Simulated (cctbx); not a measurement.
## Absolute structure of Li2SiAsS4

Space group Pc (no. 7), a = 6.0740 Å, b = 7.2250 Å, c = 9.7400 Å, α = 90.00°, β = 126.67°, γ = 90.00°.

```csv
atom,mult.,x,y,z,Ueq (Å²)
As1,2,0.2578,0.6467,0.2338,0.0219
S1,2,0.6543,0.1619,0.0058,0.0252
S2,2,0.1007,0.9051,0.9998,0.0320
S3,2,0.3021,0.2971,0.2071,0.0214
S4,2,0.8704,0.6825,0.2882,0.0182
Si1,2,0.9917,0.8322,0.5017,0.0296
Li1,2,0.7744,0.3062,0.2604,0.0337
Li2,2,0.5066,0.1496,0.4992,0.0372
```

This is a model crystal, built by substitution and not relaxed, with assumed displacement parameters.

Data sets are simulated with cctbx and refined with Bijvoet mates kept apart; Flack x is then fitted as the share of an inverted twin with the atoms fixed, Hooft y from the Bijvoet differences. The group is acentric but holds improper operations, so there is an absolute structure (orientation) and no hand.

Untwinned crystal. What Flack and Hooft values should come out?

```csv
λ (Å),extinction (unmodelled),d min (Å),top counts,error (%),model,R1,Flack x,s.u.,Hooft y,s.u.,pairs
0.71073,0.1,0.77,5000,3,as given,0.0372,-0.004,0.019,-0.021,0.019,756
0.71073,0.1,0.77,5000,3,inverted,0.0687,1.00,0.02,1.031,0.019,756
1.54184,0,0.83,5000,1.5,as given,0.0336,0.10,0.11,0.091,0.099,598
```

With Mo Kα, x is within 3 s.u. of 0, so the absolute structure is right. With Cu Kα, the s.u. is too large to fix the absolute structure. Inverting the model turns x into about 1 − x.

[Logs are printed without paths, hosts, clocks, repeated set-up lines and the standing remarks that a program may print on its own settings, such as how far it seeks lower states.]
